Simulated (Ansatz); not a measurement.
Rows from a G0W0 calculation on InSe (P6_3/mmc) (Ansatz 0.2.0; G0W0 on PBE, plane waves, PAW; PAW set soft_1; 6×6×2 mesh, 984 empty bands, screening to 150 eV, PAW set soft_1 files), in eV. Spin-orbit coupling is left out.

The database entry behind the starting cell differs from later determinations by our own check (c about 1.7 % long), so it need not match the best structure at ambient conditions.

| row | k | band | start | Σx | Σc at the solution | Vxc |
| --- | --- | --- | --- | --- | --- | --- |
| A | Γ | v1 | 7.017 | -16.238 | 0.804 | -14.705 |
| B | Γ | c2 | 8.767 | -10.887 | -3.643 | -14.608 |
| C | Γ | c1 | 7.410 | -10.464 | -3.269 | -13.768 |
| D | Γ | v2 | 5.941 | -18.003 | 1.518 | -15.743 |

**Question.** Give the quasiparticle energies and the shift of each level.

The quasiparticle equation reads E = start + Σx + Σc(E) − Vxc.

| row | E (eV) | shift (eV) |
| --- | --- | --- |
| A | 6.287 | −0.730 |
| B | 8.844 | +0.077 |
| C | 7.444 | +0.035 |
| D | 5.199 | −0.742 |

The gap over the computed points goes from 0.39 eV to 1.16 eV.

Limits: not at the basis limit; no spin-orbit coupling; coarse k mesh.

[Runs of the session that timed out or met a known fault of the program may be left out.]

[Cells called generated may have been cut or substituted from an entry of the Crystallography Open Database or the Materials Project.]

[Hosts, paths, dates, database ids (printed as entryN), source tags and the programs' standing remarks are cut or masked in the printed files.]
